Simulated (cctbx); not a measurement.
## Interatomic vectors of Sm2Cr7

Space group R-3m (no. 166), a = 5.2080 Å, b = 5.2080 Å, c = 39.2280 Å, α = 90.00°, β = 90.00°, γ = 120.00°, content Sm12 Cr42.

Simulated single-crystal data (cctbx): synchrotron X-rays, λ = 0.4959 Å, to d = 0.7 Å, 80 % of the full sphere, strongest reflection 5000 counts, noise from counting, a 6 % proportional error and a noise floor of 4 counts (s.d.); no absorption, some extinction.

Patterson synthesis from sharpened amplitudes, origin scaled to 1000:

```text
Patterson group R -3 m :H
      u       v       w   height  length (A)
  0.000   0.000   0.000   1000.0     0.00
  0.000   0.000   0.100    553.2     3.91
  0.000   0.000   0.198    372.8     7.78
  0.000   0.000   0.224    221.5     8.77
  0.000   0.000   0.333    219.9    13.08
  0.000   0.000   0.444    213.5    17.42
  0.002   0.501   0.054    194.1     3.35
  0.000   0.000   0.295    169.0    11.55
  0.001   0.501   0.156    142.7     6.67
  0.000   0.000   0.461    129.7    18.09
  0.000   0.000   0.352    123.3    13.81
 -0.001   0.500   0.256    114.6    10.38
  0.000   0.000   0.241    114.5     9.45
  0.003   0.502   0.611    111.5    15.47
```

Q: Assign the vectors.

A peak at u stands for all pairs with xi − xj = u, with weight Σ ZiZj against Σ Z² = 70320 at the origin. Peak heights follow these weights only roughly, since form factors, motion and series ripples differ, all vectors within 0.55 Å of a peak are counted as merged into it though the farther ones add only part of their weight, and F(000) is left out, which lowers the whole map:

| u | v | w | shortest length (Å) | height | 1000 ΣZiZj/ΣZ² | pairs in the cell |
| --- | --- | --- | --- | --- | --- | --- |
| 0.000 | 0.000 | 0.100 | 3.92 | 553 | 738 | 9 × Sm–Sm, 30 × Cr–Cr |
| 0.000 | 0.000 | 0.198 | 6.10 | 373 | 328 | 6 × Sm–Sm |
| 0.000 | 0.000 | 0.224 | 5.24 | 222 | 274 | 18 × Cr–Cr, 6 × Sm–Cr |
| 0.000 | 0.000 | 0.333 | 3.01 | 220 | 303 | 12 × Sm–Cr, 6 × Cr–Cr |
| 0.000 | 0.000 | 0.444 | 5.28 | 214 | 278 | 12 × Sm–Cr, 3 × Cr–Cr |
| 0.002 | 0.501 | 0.054 | 3.36 | 194 | 254 | 12 × Sm–Cr |
| 0.000 | 0.000 | 0.295 | 3.36 | 169 | 164 | 3 × Sm–Sm |
| 0.001 | 0.501 | 0.156 | 6.65 | 143 | 303 | 12 × Sm–Cr, 6 × Cr–Cr |
| 0.000 | 0.000 | 0.461 | 5.84 | 130 | 254 | 12 × Sm–Cr |
| 0.000 | 0.000 | 0.352 | 3.09 | 123 | 127 | 6 × Sm–Cr |

The table stops at ten peaks or at a height of 45, below which ripples compete. In the model behind the data Sm, the heaviest element, has 2 independent sites: (0, 0, 0.8531) and (0, 0, 0.9489), up to an allowed shift of origin; the Sm–Sm vectors are differences of these positions and their symmetry mates. The whole model:

```
atom  mult.       x       y       z  Ueq (Å²)
 Sm1      6       0       0  0.8531    0.0046
 Sm2      6       0       0  0.9489    0.0024
 Cr1     18  0.4994  0.9987  0.8913    0.0044
 Cr2      9     1/2     1/2       0    0.0051
 Cr3      6     2/3     1/3  0.9445    0.0038
 Cr4      6       0       0  0.7221    0.0052
 Cr5      3     2/3     1/3     5/6    0.0041
```

The model was made for the exercise: a known structure type with other elements put in, its volume estimated, not relaxed; displacement parameters are assumed.

[Logs are printed without paths, hosts, clocks, repeated set-up lines and the standing remarks that a program may print on its own settings, such as how far it seeks lower states.]
